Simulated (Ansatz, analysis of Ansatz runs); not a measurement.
# How often does Na try the jump in Na2CrO4 (Cmcm)?

Aim: the prefactor of a hop in Na2CrO4 (Cmcm) (V_Na hop (3.4 Å), charge −1) from the modes of the moving atom at the start and at the top of a path found beforehand. Model: a cell of 56 host atoms with 1 Na taken out.

Program: Ansatz 0.2.0. Level of theory: plane-wave PAW DFT, PBEsol; finite-difference force constants of the moving atom alone. Results are calculated unless marked as measured.

## 1. The structure

The cell holds 55 atoms: 15 Na, 8 Cr and 32 O. Its edges and angles: a = 11.628 Å, b = 9.203 Å, c = 10.917 Å, α = 70.0°, β = 48.1°, γ = 61.9°. It derives from Na2CrO4 (space group Cmcm). Nearest the centre at fractional (0.609, 0.266, 0.734): Na11 at 1.61 Å, O31 at 1.65 Å, O45 at 2.22 Å, O55 at 2.24 Å, Na14 at 2.94 Å, O38 at 3.06 Å, O37 at 3.06 Å, Cr20 at 3.07 Å. The cell carries charge −1.

The cell's shortest repeat is 9.2 Å.

## 2. Vibrations of the moving atom at the start point

Harmonic transition-state theory takes the prefactor from the modes at the minimum and at the top. Only the moving atom is displaced, by 0.02 Å, which takes six displaced runs and a reference; the host's atoms are held.

The input, qm1.start.modes/input.yaml:

```yaml
crystal:
  lattice:
    - [0.0, 9.21092277, 7.09648259]
    - [5.85930775, 0.0, 7.09648259]
    - [5.85930775, 9.21092277, 0.0]
  atoms:
    - { symbol: Na, position: [0.03367152, 0.21683158, 0.28210085] }
    - { symbol: Na, position: [0.0330768, 0.21865732, 0.78257437] }
    - { symbol: Na, position: [0.53160678, 0.71671345, 0.28408516] }
    - { symbol: Na, position: [0.53385865, 0.716723, 0.78209947] }
    - { symbol: Na, position: [0.45916888, 0.29086799, 0.23058694] }
    - { symbol: Na, position: [0.96557422, 0.78354592, 0.21683098] }
    - { symbol: Na, position: [0.98206496, 0.76790222, 0.70708455] }
    - { symbol: Na, position: [0.24917585, 0.75372782, 0.24551372] }
    - { symbol: Na, position: [0.25591953, 0.74119553, 0.74916531] }
    - { symbol: Na, position: [0.7457167, 0.25127464, 0.25930977] }
    - { symbol: Na, position: [0.74227688, 0.24687903, 0.75232966] }
    - { symbol: Na, position: [0.00892121, 0.49403043, -0.00402911] }
    - { symbol: Na, position: [-0.00349619, 0.5007918, 0.49854608] }
    - { symbol: Na, position: [0.50302331, 0.00786186, -0.00834162] }
    - { symbol: Na, position: [0.49839014, 0.00404981, 0.50635513] }
    - { symbol: Cr, position: [0.1984283, 0.05138328, 0.44871396] }
    - { symbol: Cr, position: [0.19462824, 0.04926337, 0.95109031] }
    - { symbol: Cr, position: [0.70024287, 0.55488005, 0.4455267] }
    - { symbol: Cr, position: [0.69873531, 0.55139695, 0.9485472] }
    - { symbol: Cr, position: [0.304358, 0.44596074, 0.05434489] }
    - { symbol: Cr, position: [0.29700753, 0.45306381, 0.54702282] }
    - { symbol: Cr, position: [0.8015324, 0.94842463, 0.05169372] }
    - { symbol: Cr, position: [0.80453185, 0.94567234, 0.55379582] }
    - { symbol: O, position: [0.15942145, 0.40304242, 0.09675208] }
    - { symbol: O, position: [0.14991312, 0.41194205, 0.59051541] }
    - { symbol: O, position: [0.65572058, 0.90671821, 0.09467234] }
    - { symbol: O, position: [0.65808702, 0.90423179, 0.59778485] }
    - { symbol: O, position: [0.14910228, 0.90396009, 0.09687496] }
    - { symbol: O, position: [0.15809871, 0.90522433, 0.59280334] }
    - { symbol: O, position: [0.65555658, 0.40813982, 0.09551569] }
    - { symbol: O, position: [0.66363038, 0.41177081, 0.58907092] }
    - { symbol: O, position: [0.34252825, 0.0938007, 0.4083675] }
    - { symbol: O, position: [0.33837643, 0.08461019, 0.91494255] }
    - { symbol: O, position: [0.84612724, 0.59926906, 0.40059057] }
    - { symbol: O, position: [0.84566956, 0.59097056, 0.90535415] }
    - { symbol: O, position: [0.33916475, 0.59903963, 0.40116596] }
    - { symbol: O, position: [0.34800421, 0.59058268, 0.90866979] }
    - { symbol: O, position: [0.84655179, 0.09192973, 0.40978169] }
    - { symbol: O, position: [0.84413378, 0.09343231, 0.9063632] }
    - { symbol: O, position: [0.02865402, 0.21883699, 0.0126194] }
    - { symbol: O, position: [0.03032265, 0.21737259, 0.51194223] }
    - { symbol: O, position: [0.53323578, 0.71997622, 0.00914685] }
    - { symbol: O, position: [0.5313543, 0.72155542, 0.50984486] }
    - { symbol: O, position: [0.46286879, 0.2864498, 0.47758796] }
    - { symbol: O, position: [0.46988666, 0.28007396, 1.00254136] }
    - { symbol: O, position: [0.97185284, 0.77803652, 0.48461204] }
    - { symbol: O, position: [0.96836812, 0.78098386, 0.98967816] }
    - { symbol: O, position: [0.26188846, 0.99007281, 0.28057341] }
    - { symbol: O, position: [0.25879756, 0.98787056, 0.78198329] }
    - { symbol: O, position: [0.76177626, 0.49057098, 0.27918415] }
    - { symbol: O, position: [0.75959844, 0.48737518, 0.78306769] }
    - { symbol: O, position: [0.23636793, 0.5138529, 0.22183534] }
    - { symbol: O, position: [0.22945366, 0.52138668, 0.7128185] }
    - { symbol: O, position: [0.7398021, 0.01055567, 0.21860881] }
    - { symbol: O, position: [0.75385653, -0.00380053, 0.71940021] }
  symmetry: { detect: false }
total_charge: -1
basis:
  ecutwfc: 420
  xc_grid: 2
hamiltonian:
  xc: pbesol
kpoints:
  mp_grid: { grid: [1, 1, 1], shift: [0.25, 0.25, 0.25] }
scf:
  occupations: { method: fixed }
  max_iter: 100
phonons:
  supercell: [1, 1, 1]
  displaced_sites: [10]
  amplitude: 0.02
```

Started as:

```sh
$ ansatz run input.yaml --threads 4 --pin off --max-ram 14131MiB --backend cpu --events-out ev --progress --plain --runs-dir out
```

Numbers of over 12 decimals in the logs are rounded to 6 here.

The log of the run:

```text
[... repeated set-up lines and file paths are left out, and long positions are rounded to six places ...]
Engine: ansatz 0.2.0, aarch64-unknown-linux-gnu
Pseudopotentials: kind: paw
Pseudopotential: Na, paw, valence charge 9, recommended cutoff 420 eV (normal), Na.paw.azcp
Pseudopotential: Cr, paw, valence charge 14, recommended cutoff 420 eV (normal), Cr.paw.azcp
Pseudopotential: O, paw, valence charge 6, recommended cutoff 420 eV (normal), O.paw.azcp
Functional definition: PBEsol
  exchange = pbesol_x
  correlation = pbesol_c
Crystal: 55 atoms, lattice volume = 765.989 Å³
Basis set: ecut = 420 eV, 15027 PW (Γ), exchange–correlation on 160×128×150 points (8 copies of the dense FFT grid, shifted against one another)
Bands: 275, of which v1, the nominal top of the filled ones, is band 220 counted from 1 (219 counted from 0)
Symmetry: 1 space group operations
k-points: 1
Non-local potential: Na, projectors of the file, l = 0: 3, l = 1: 2, l = 2: 1
Non-local potential: Cr, projectors of the file, l = 0: 3, l = 1: 2, l = 2: 3, l = 3: 1
Non-local potential: O, projectors of the file, l = 0: 2, l = 1: 2, l = 2: 1
PAW form: soft (Blöchl's): semilocal exchange-correlation on the pseudo side does not see the compensation charge
PAW frozen core: Na, regenerated for the run's functional, and the local potential with it (the file was generated under x = pbe(κ = 0.804, μ = 0.219515), c = pbe(β = 0.066725))
PAW frozen core: Cr, regenerated for the run's functional, and the local potential with it (the file was generated under x = pbe(κ = 0.804, μ = 0.219515), c = pbe(β = 0.066725))
PAW frozen core: O, regenerated for the run's functional, and the local potential with it (the file was generated under x = pbe(κ = 0.804, μ = 0.219515), c = pbe(β = 0.066725))
PAW one-centre angular grid: Na, 110 points (default); XC on 64 Gauss nodes
PAW one-centre angular grid: Cr, 590 points (default); XC on 64 Gauss nodes
PAW one-centre angular grid: O, 110 points (default); XC on 64 Gauss nodes
Initial density: superposition of atomic densities (neutral atoms scaled as one to the charged cell's electrons: chi_scale 0, normalization atom), corrected by the library's trained network
Initial wavefunctions: pseudopotential atomic-orbital guess
Functional: x = pbesol(κ = 0.804, μ = 0.123457), c = pbesol(β = 0.046)
SCF iter   1: F=—  HF=-66899.874384 eV  |F-HF|=—  |Δ(HF+E_count)|=         —  Δρ=1.42e-2  dr2=1.11e0  ethr=1.77e-3  ⟨swp⟩=4.0  Hψ=812  notcnv=0  defer=41
preconditioner: auto → Resta (q_TF=auto, 2.487 Å⁻¹)  ε∞=3.9  [insulator: Δε(μ)=2.940 eV  Ē_g=14.735 eV  n_scr=214 (ndim 8)  ℏωp=25.0 eV  f_vac=0.163  ε∞_Penn≈3.9]
SCF iter   2: F=—  HF=-66899.542649 eV  |F-HF|=—  |Δ(HF+E_count)|=   3.32e-1  Δρ=6.04e-3  dr2=2.94e-1  ethr=2.53e-4  ⟨swp⟩=3.0  Hψ=548  notcnv=0  defer=44
SCF iter   3: F=—  HF=-66899.583940 eV  |F-HF|=—  |Δ(HF+E_count)|=   4.13e-2  Δρ=9.25e-3  dr2=7.16e-1  ethr=6.68e-5  ⟨swp⟩=3.0  Hψ=445  notcnv=0  defer=53  recentre
SCF iter   4: F=—  HF=-66899.506873 eV  |F-HF|=—  |Δ(HF+E_count)|=   7.71e-2  Δρ=1.14e-3  dr2=1.16e-2  ethr=6.68e-5  ⟨swp⟩=2.0  Hψ=333  notcnv=0  defer=52
SCF iter   5: F=—  HF=-66899.508923 eV  |F-HF|=—  |Δ(HF+E_count)|=   2.05e-3  Δρ=1.10e-3  dr2=1.03e-2  ethr=2.64e-6  ⟨swp⟩=2.0  Hψ=356  notcnv=0  defer=53
SCF iter   6: F=—  HF=-66899.507921 eV  |F-HF|=—  |Δ(HF+E_count)|=   1.00e-3  Δρ=2.88e-4  dr2=6.63e-4  ethr=2.34e-6  ⟨swp⟩=2.0  Hψ=336  notcnv=0  defer=53
SCF iter   7: F=—  HF=-66899.508203 eV  |F-HF|=—  |Δ(HF+E_count)|=   2.82e-4  Δρ=2.88e-4  dr2=7.40e-4  ethr=1.51e-7  ⟨swp⟩=2.0  Hψ=344  notcnv=0  defer=45
SCF iter   8: F=—  HF=-66899.508182 eV  |F-HF|=—  |Δ(HF+E_count)|=   2.18e-5  Δρ=1.72e-4  dr2=2.70e-4  ethr=1.51e-7  ⟨swp⟩=2.0  Hψ=340  notcnv=0  defer=45
SCF iter   9: F=—  HF=-66899.508167 eV  |F-HF|=—  |Δ(HF+E_count)|=   1.43e-5  Δρ=8.39e-5  dr2=7.16e-5  ethr=6.14e-8  ⟨swp⟩=2.0  Hψ=284  notcnv=0  defer=41
SCF iter  10: F=—  HF=-66899.508362 eV  |F-HF|=—  |Δ(HF+E_count)|=   1.95e-4  Δρ=3.09e-5  dr2=1.10e-5  ethr=1.63e-8  ⟨swp⟩=2.0  Hψ=329  notcnv=0  defer=41
[...]
SCF 1 converged in 18 iterations: F = -66899.508568 eV  dr2 = 9.21e-10
  greatest PAW one-centre occupation: 1.000 electrons in one spin orbital (limit 2), on the Cr atom at site 20 (counted from 0), in its partial waves of l = 0
Initial density: handed on by an earlier stage of this run
Initial wavefunctions: those handed on with the density
[...]
SCF 2 converged in 14 iterations: F = -66899.508134 eV  dr2 = 7.21e-11
[...]
SCF 3 converged in 10 iterations: F = -66899.508101 eV  dr2 = 1.43e-11
[...]
SCF 4 converged in 15 iterations: F = -66899.507819 eV  dr2 = 4.14e-11
[...]
SCF 5 converged in 9 iterations: F = -66899.508019 eV  dr2 = 6.56e-11
[...]
SCF 6 converged in 15 iterations: F = -66899.508042 eV  dr2 = 3.78e-11
iter 1 solved again at ethr=6.58e-10 eV; its pass at ethr=3.10e-3 eV (dr2=2.90e-6 eV) is discarded
SCF iter   1: F=—  HF=-66899.507885 eV  |F-HF|=—  |Δ(HF+E_count)|=         —  Δρ=5.42e-5  dr2=5.52e-6  ethr=6.58e-10  ⟨swp⟩=3.0  Hψ=922  notcnv=0  defer=44
SCF iter   2: F=—  HF=-66899.507971 eV  |F-HF|=—  |Δ(HF+E_count)|=   8.59e-5  Δρ=2.80e-5  dr2=1.73e-6  ethr=6.58e-10  ⟨swp⟩=2.0  Hψ=436  notcnv=0  defer=44
SCF iter   3: F=—  HF=-66899.507972 eV  |F-HF|=—  |Δ(HF+E_count)|=   9.51e-7  Δρ=2.05e-5  dr2=2.88e-6  ethr=3.94e-10  ⟨swp⟩=2.0  Hψ=431  notcnv=0  defer=44
SCF iter   4: F=—  HF=-66899.507971 eV  |F-HF|=—  |Δ(HF+E_count)|=   1.10e-7  Δρ=9.23e-6  dr2=6.81e-7  ethr=3.94e-10  ⟨swp⟩=2.0  Hψ=411  notcnv=0  defer=44
SCF iter   5: F=—  HF=-66899.507971 eV  |F-HF|=—  |Δ(HF+E_count)|=   6.76e-8  Δρ=1.87e-6  dr2=2.37e-8  ethr=1.55e-10  ⟨swp⟩=2.0  Hψ=314  notcnv=0  defer=44
SCF iter   6: F=—  HF=-66899.507971 eV  |F-HF|=—  |Δ(HF+E_count)|=   2.68e-9  Δρ=7.87e-7  dr2=3.85e-9  ethr=5.39e-12  ⟨swp⟩=2.0  Hψ=431  notcnv=0  defer=44
SCF iter   7: F=—  HF=-66899.507971 eV  |F-HF|=—  |Δ(HF+E_count)|=   1.82e-9  Δρ=8.35e-7  dr2=5.84e-9  ethr=1.00e-12  ⟨swp⟩=2.0  Hψ=431  notcnv=0  defer=44
SCF iter   8: F=—  HF=-66899.507971 eV  |F-HF|=—  |Δ(HF+E_count)|=  2.62e-10  Δρ=3.55e-7  dr2=1.08e-9  ethr=1.00e-12  ⟨swp⟩=2.0  Hψ=415  notcnv=0  defer=44
SCF iter   9: F=-66899.507971 eV  HF=-66899.507971 eV  |F-HF|=7.28e-11  |Δ(HF+E_count)|=  1.16e-10  Δρ=1.03e-7  dr2=5.53e-11  ethr=1.00e-12  ⟨swp⟩=3.0  Hψ=747  notcnv=0
SCF 7 converged in 9 iterations: F = -66899.507971 eV  dr2 = 5.53e-11
SCF converged after 18 iterations
Free energy (F): -66899.508568 eV
Harris-Foulkes:  -66899.508568 eV  (|F-HF|=1.31e-10)
Internal energy: -66899.508568 eV  (E = F + TS)
E sigma→0 (E₀):  -66899.508568 eV
Fermi energy:    2.688761 eV
--- Per-component energies (eV) ---
  E_band       = -6755.171050
  E_kinetic    = 10110.590469
  E_local      = -50485.653337  (includes V_loc(G=0)·N_el)
  E_nonlocal   = 3905.817370
  E_hartree    = 19226.186905
  E_xc         = -4009.369520
  E_vxc        = -5145.750253  (∫ρ·V_xc dr)
  E_paw        = -17983.376217  (= ΣΔE_a)
  E_vpaw       = -3592.631326  (= ΣTr[D̂ρ^β])
  E_aug_tail   = 0.080353  (compensation charges beyond the density's cutoff)
  E_ewald      = -27667.014208
  E_core_change = 3.229616  (= ΣΔE_core)
  E_smearing   = -0.000000  (= −TS)
  E_closure    = 0.000000  (closes the sum)
  E_deformation_potential = -12.101720  (in the stress; not in F)
  Σ components = -66899.508568   (vs F -66899.508568, Δ=0.00e0)
--- Forces (eV/Å), atoms counted from 1 ---
  atom   1  Na     0.00088250     0.00293447    -0.00051839
  atom   2  Na    -0.00083802     0.00049480    -0.00097355
  [... 8 atoms left out ...]
  atom  11  Na     0.00081580    -0.00509424     0.00168190
  [... 2 atoms left out ...]
  atom  14  Na    -0.00024344    -0.00458499    -0.00152155
  [... 3 atoms left out ...]
  atom  18  Cr     0.00580240    -0.00021796     0.00288894
  [... 1 atom left out ...]
  atom  20  Cr    -0.00811597     0.00282544     0.00020230
  [... 2 atoms left out ...]
  atom  23  Cr    -0.00595866     0.00427279    -0.00091500
  [... 7 atoms left out ...]
  atom  31  O     -0.00090208     0.00458934    -0.00212084
  [... 5 atoms left out ...]
  atom  37  O      0.00069166     0.00001219     0.00384555
  atom  38  O     -0.00100113     0.00027739     0.00383576
  [... 6 atoms left out ...]
  atom  45  O      0.00522470    -0.00020314    -0.00097018
  [... 9 atoms left out ...]
  atom  55  O      0.00212158     0.00122128     0.00101156
  max |Σ_I F_I| component: 3.30e-6 eV/Å
--- Band table (eV) ---
  k-point 0: bands = ["-68.9322", "-68.9319", "-68.8974", "-68.8110", [... 267 left out ...] "12.1067", "12.1394", "12.2467", "12.2953"]
--- Phonons: 6 displaced members + reference (amplitude 0.02 Å, Σ member SCF iterations 72) ---
  symmetry images taken by strict's conditions (phonons.symmetry_images: auto; settled by no image being taken that strict refuses)
  force constants formed among 1 of 55 sites (Na 10); the other 54 at rest. The modes move the named sites alone.
  the frequencies, the zero-point energy and the sums are of the block with the acoustic sum rule laid on its rows. Row sums over every site: 6.5e-5 eV/Å² at the most
  transpose residual: 1.1e-3 eV/Å²
  largest component of a force at the reference: 5.1e-3 eV/Å on a named site, 9.8e-3 eV/Å on a site at rest
  frequencies among the named sites at Γ of the cell (cm⁻¹): 163.30 177.77 200.04
  unstable modes among the named sites: 0
  frequencies as built, with no sum rule (cm⁻¹): 163.30 177.77 200.04
  zero-point energy: 0.033545 eV/cell   skipped modes (ω ≤ 0): 0
  not written: the harmonic force-constant file, the file of eigenvectors (these modes' are written with the force constants), the density of states and the dispersion, which are of every site
```

Wall time 1.9 min (4 threads of Arm Neoverse V1, shared host); peak memory 1.5 GiB; 7.2 min of CPU time.

Numbers from this step:

```
free energy                : -66899.5086 eV
frequencies of moving atom : 163.3, 177.8, 200.0 cm⁻¹ (negative: imaginary)
```

The three modes are 163, 178 and 200 cm⁻¹: all real, a minimum for this atom with the others held.

(Continued in part 2 of 2.)

[Logs are printed without paths, hosts, clocks, repeated set-up lines and the standing remarks that a program may print on its own settings, such as how far it seeks lower states.]

[Hosts, paths, dates, database ids (printed as entryN), source tags and the programs' standing remarks are cut or masked in the printed files.]
